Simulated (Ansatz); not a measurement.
**SiTe2 monolayer (1T): relaxing the cell for a phonon run**

Aim: bring SiTe2 monolayer (1T) to small forces and stress, as phonons need.

Main program and level: Ansatz 0.2.0; DFT LDA, scalar-relativistic, plane waves, PAW; PAW set soft_1.

Most raw output is cut from this account.

## Step 1: The starting structure

The cell holds 3 atoms: 1 Si and 2 Te. Cell: a = 3.680 Å, b = 3.680 Å, c = 20.000 Å, α = 90.0°, β = 90.0°, γ = 120.0°. Vacuum lies along c.

## Step 2: Probe on a coarse mesh

A quick single point on a coarse mesh tells whether the cell has a gap and how far it is from rest, which sets the k mesh and smearing that follow.

The program solves this slab on a cell height of its own, 30.4 Å, in place of the one typed.

input.yaml reads:

```yaml
crystal:
  lattice:
    - [3.68, 0.0, 0.0]
    - [-1.84, 3.18697, 0.0]
    - [0.0, 0.0, 20.0]
  atoms:
    - { symbol: Si, position: [0.0, 0.0, 0.5] }
    - { symbol: Te, position: [0.333333, 0.666667, 0.5828] }
    - { symbol: Te, position: [0.666667, 0.333333, 0.4172] }
  periodic: [true, true, false]
kpoints:
  mp_grid: { grid: [6, 6, 1] }
hamiltonian:
  xc: lda
  pseudopotentials: { kind: paw, azcp: { folder: soft_1 }, xc_functional: pbe }
scf:
  occupations: { method: gaussian, width: 0.1 }
output:
  forces: true
  stress: true
  eigenvalues: true
```

The run is started by

```console
> ansatz run input.yaml --threads 8 --pin off --max-ram 16384MiB --backend cpu --events-out ev --progress --plain --runs-dir out
```

Run time: 1.1 s. Hardware: 8 threads of Arm Neoverse V1, shared host; peak memory 0.6 GiB; 5.5 s of CPU time.

This step gave:

- gap on the k-mesh: 0 eV
- area per atom: 3.909 Å²

The coarse mesh shows no gap.

## Step 3: Relaxation

The cell and atoms are relaxed, since residual forces and stress would shift the frequencies.

The program solves this slab on a cell height of its own, 30.4 Å, in place of the one typed.

input.yaml: that of step 2 with these lines changed.

```diff
@@ -11,3 +11,3 @@
 kpoints:
-  mp_grid: { grid: [6, 6, 1] }
+  mp_grid: { grid: [15, 15, 1] }
 hamiltonian:
@@ -21 +21,6 @@
   eigenvalues: true
+relax:
+  adjacent_minimum: "off"
+  f_tol: 0.005
+  max_steps: 80
+  cell: { stress_2d_tol: 0.02 }
```

It took 16 s on 8 threads; peak memory 0.89 GiB.

Relaxation path:

| step | energy less that of the first step (eV) | largest force component (eV/Å) | volume (Å³) |
| --- | --- | --- | --- |
| 1 | 0.0000 | 0.3766 | 356.81 |
| 2 | 0.0975 | 1.1195 | 371.60 |
| 3 | -0.0212 | 0.0024 | 362.88 |
| 4 | -0.0212 | 0.0066 | 363.48 |
| 5 | -0.0212 | 0.0001 | 363.76 |
| 6* | -0.0216 | 0.0000 | 363.76 |

Relaxation steps marked * repeat the geometry before them on a plane-wave basis chosen anew for their cell, so energy and pressure can jump there. Relaxation step 2 was tried and not accepted.

Forces are held to the 12 operations that the run works with; a distortion that breaks them can't arise in this run.

| cell as run | before | after | change |
| --- | --- | --- | --- |
| a (Å) | 3.680 | 3.716 | +1.0 % |
| b (Å) | 3.680 | 3.716 | +1.0 % |

The atoms that moved most (Å, along periodic axes as changes of fractional coordinates times the final cell, across vacuum about the mean position):

| atom | dx | dy | dz | length |
| --- | --- | --- | --- | --- |
| Te3 | 0.000 | 0.000 | 0.046 | 0.046 |
| Te2 | 0.000 | 0.000 | -0.046 | 0.046 |

Final coordinates:

```cif
data_structure
_symmetry_space_group_name_H-M 'P 1'
_symmetry_Int_Tables_number 1
_cell_length_a 3.7156
_cell_length_b 3.7156
_cell_length_c 30.4240
_cell_angle_alpha 90.000
_cell_angle_beta 90.000
_cell_angle_gamma 120.000
_cell_volume 363.76
loop_
_atom_site_label
_atom_site_type_symbol
_atom_site_fract_x
_atom_site_fract_y
_atom_site_fract_z
_atom_site_occupancy
Si1 Si 0.00000 0.00000 0.32869 1
Te2 Te 0.33333 0.66667 0.38160 1
Te3 Te 0.66667 0.33333 0.27578 1
```

Numbers from this step:

```
area per atom : 3.985 Å²
```

The relaxation ends with a largest force component of 2.0e-5 eV/Å.

## Step 4: Tight relaxation

Phonons need a cell at rest on their own settings, so the relaxation is repeated with tight tolerances on forces and stress on the k mesh and occupations of the first response run.

input.yaml reads:

```yaml
crystal:
  lattice:
    - [3.7156335798, 0.0, 0.0]
    - [-1.8578167899, 3.2178330712, 0.0]
    - [0.0, 0.0, 30.424]
  atoms:
    - { symbol: Si, position: [0.0, 0.0, 0.328687878] }
    - { symbol: Te, position: [0.3333333333, 0.6666666667, 0.3815982808] }
    - { symbol: Te, position: [0.6666666667, 0.3333333333, 0.2757774752] }
  periodic: [true, true, false]
kpoints:
  mp_grid: { grid: [18, 18, 1] }
hamiltonian:
  xc: lda
  pseudopotentials: { kind: paw, azcp: { folder: soft_1 }, xc_functional: pbe }
scf:
  occupations: { method: methfessel_paxton, width: 0.2 }
output:
  forces: true
  stress: true
  eigenvalues: true
  write_density: true
  write_potential: true
  elf: true
  volumetric_format: npy
relax:
  adjacent_minimum: "off"
  f_tol: 0.001
  max_steps: 60
  cell: { stress_2d_tol: 0.002 }
```

Elapsed: 17 s, on 8 threads; peak memory 0.91 GiB; 2.2 min of CPU time.

Little changed from the start: no atom moved by 0.005 Å and no cell edge by 0.1 %.

Numbers from this step:

| Quantity | Value |
| --- | --- |
| area per atom | 3.982 Å² |

ELF in the ac plane at fractional y = 0.000, with atoms of Si within 0.2 Å of it. It is the smooth field of the valence electrons, not physical close to the nuclei.

Values, 24 rows by 14 columns, each cell a mean:
```
0.00 0.00 0.00 0.00 0.00 0.00 0.00 0.00 0.00 0.00 0.00 0.00 0.00 0.00
0.00 0.00 0.00 0.00 0.00 0.00 0.00 0.00 0.00 0.00 0.00 0.00 0.00 0.00
0.00 0.00 0.00 0.00 0.00 0.00 0.00 0.00 0.00 0.00 0.00 0.00 0.00 0.00
0.00 0.00 0.00 0.00 0.00 0.00 0.00 0.00 0.00 0.00 0.00 0.00 0.00 0.00
0.00 0.00 0.00 0.00 0.00 0.00 0.00 0.00 0.00 0.00 0.00 0.00 0.00 0.00
0.00 0.00 0.00 0.00 0.00 0.00 0.00 0.00 0.00 0.00 0.00 0.00 0.00 0.00
0.00 0.00 0.00 0.00 0.00 0.00 0.00 0.00 0.00 0.00 0.00 0.00 0.00 0.00
0.00 0.00 0.00 0.00 0.00 0.00 0.00 0.00 0.00 0.00 0.00 0.00 0.00 0.00
0.00 0.00 0.00 0.00 0.00 0.00 0.00 0.00 0.00 0.00 0.00 0.00 0.00 0.00
0.00 0.00 0.00 0.00 0.00 0.00 0.00 0.00 0.00 0.00 0.00 0.00 0.00 0.00
0.00 0.00 0.00 0.00 0.00 0.00 0.00 0.00 0.00 0.00 0.00 0.00 0.00 0.00
0.00 0.00 0.00 0.00 0.00 0.00 0.00 0.00 0.00 0.00 0.00 0.00 0.00 0.00
0.00 0.00 0.00 0.01 0.01 0.02 0.03 0.03 0.03 0.02 0.01 0.01 0.00 0.00
0.02 0.02 0.05 0.13 0.25 0.37 0.45 0.47 0.43 0.34 0.22 0.10 0.04 0.02
0.09 0.12 0.20 0.39 0.54 0.60 0.61 0.60 0.61 0.60 0.52 0.33 0.18 0.11
0.45 0.48 0.58 0.64 0.59 0.49 0.40 0.38 0.42 0.51 0.61 0.63 0.55 0.47
0.47 0.49 0.58 0.64 0.59 0.47 0.37 0.35 0.40 0.50 0.61 0.63 0.56 0.48
0.11 0.14 0.22 0.41 0.55 0.60 0.59 0.59 0.60 0.59 0.52 0.34 0.20 0.13
0.02 0.03 0.06 0.15 0.28 0.41 0.49 0.51 0.47 0.37 0.25 0.11 0.05 0.02
0.00 0.00 0.00 0.01 0.02 0.03 0.04 0.04 0.04 0.02 0.01 0.01 0.00 0.00
0.00 0.00 0.00 0.00 0.00 0.00 0.00 0.00 0.00 0.00 0.00 0.00 0.00 0.00
0.00 0.00 0.00 0.00 0.00 0.00 0.00 0.00 0.00 0.00 0.00 0.00 0.00 0.00
0.00 0.00 0.00 0.00 0.00 0.00 0.00 0.00 0.00 0.00 0.00 0.00 0.00 0.00
0.00 0.00 0.00 0.00 0.00 0.00 0.00 0.00 0.00 0.00 0.00 0.00 0.00 0.00
```
Columns run along a (3.7 Å), rows up along c (30.4 Å). Atoms in or near the plane, at fractional coordinates: Si at (0.00, 0.33).

Electrostatic potential energy in the ac plane at fractional y = 0.000, with atoms of Si within 0.2 Å of it. With pseudopotentials it is smooth inside the atoms' cores, unlike the true potential.

Values in eV, 24 rows by 14 columns, each cell a mean:
```
  0   0   0   0   0   0   0   0   0   0   0   0   0   0
  0   0   0   0   0   0   0   0   0   0   0   0   0   0
  0   0   0   0   0   0   0   0   0   0   0   0   0   0
  0   0   0   0   0   0   0   0   0   0   0   0   0   0
  0   0   0   0   0   0   0   0   0   0   0   0   0   0
  0   0   0   0   0   0   0   0   0   0   0   0   0   0
  0   0   0   0   0   0   0   0   0   0   0   0   0   0
  0   0   0   0   0   0   0   0   0   0   0   0   0   0
  0   0   0   0   0   0   0   0   0   0   0   0   0   0
  0   0   0   0   0   0   0   0   0   0   0   0   0   0
  0   0   0   0   0   0   0   0   0   0   0   0   0   0
  0   0   0   0   0   0   0   0   0   0   0   0   0   0
  0   0   0   0   0   0   0   0   0   0   0   0   0   0
  0   0   0  -1  -1  -1  -1  -1  -1  -1  -1  -1   0   0
 -2  -2  -2  -3  -5  -8 -10 -11 -10  -7  -5  -3  -2  -2
-11 -12 -11  -9  -7  -6  -6  -6  -6  -6  -8 -10 -11 -12
-11 -12 -11 -10  -7  -6  -5  -5  -5  -6  -8 -11 -12 -12
 -2  -2  -3  -4  -5  -8 -10 -11 -10  -7  -5  -3  -2  -2
  0   0   0  -1  -1  -1  -1  -1  -1  -1  -1  -1   0   0
  0   0   0   0   0   0   0   0   0   0   0   0   0   0
  0   0   0   0   0   0   0   0   0   0   0   0   0   0
  0   0   0   0   0   0   0   0   0   0   0   0   0   0
  0   0   0   0   0   0   0   0   0   0   0   0   0   0
  0   0   0   0   0   0   0   0   0   0   0   0   0   0
```
Columns run along a (3.7 Å; values clipped at the 3rd and 97th percentile), rows up along c (30.4 Å). Atoms in or near the plane, at fractional coordinates: Si at (0.00, 0.33).

Valence density in the ac plane at fractional y = 0.000, with atoms of Si within 0.2 Å of it. It is the smooth field of the valence electrons, not physical close to the nuclei.

Ten even steps from '_' (0.00 e/Å³) to '@' (0.37 e/Å³), each cell a mean:
```
____________________________
____________________________
____________________________
____________________________
____________________________
____________________________
____________________________
____________________________
____________________________
____________________________
____________________________
____________________________
____________________________
__________..........________
..::::--++##@@@@%%**++--::::
**##%%%%##**********##%%%%##
**##%%%%##**++++****##%%%%##
::::--==++##@@@@@@##++--::::
__________..........________
____________________________
____________________________
____________________________
____________________________
____________________________
```
Columns run along a (3.7 Å), rows up along c (30.4 Å). Atoms in or near the plane, at fractional coordinates: Si at (0.00, 0.33).

The largest force component left is 0.015 meV/Å, within the tolerances set.

## Step 5: What came out

```
space group after relaxation (within 0.01 Å) : P-3m1
lattice constant a                           : 3.714 Å
lattice constant b                           : 3.714 Å
area per atom                                : 3.98 Å²
```

What this shows: The largest force component left is 0.015 meV/Å, within the tolerances set. The relaxation keeps the symmetry of its start, so it says nothing on stability against lower symmetry. Spin-orbit coupling is left out, which can matter for the heavy elements here. The PAW files were made for PBE and serve the other functionals too. The starting cell was built on a prototype and not taken from a measurement.

[Logs are printed without paths, hosts, clocks, repeated set-up lines and the standing remarks that a program may print on its own settings, such as how far it seeks lower states.]

[Hosts, paths, dates, database ids (printed as entryN), source tags and the programs' standing remarks are cut or masked in the printed files.]
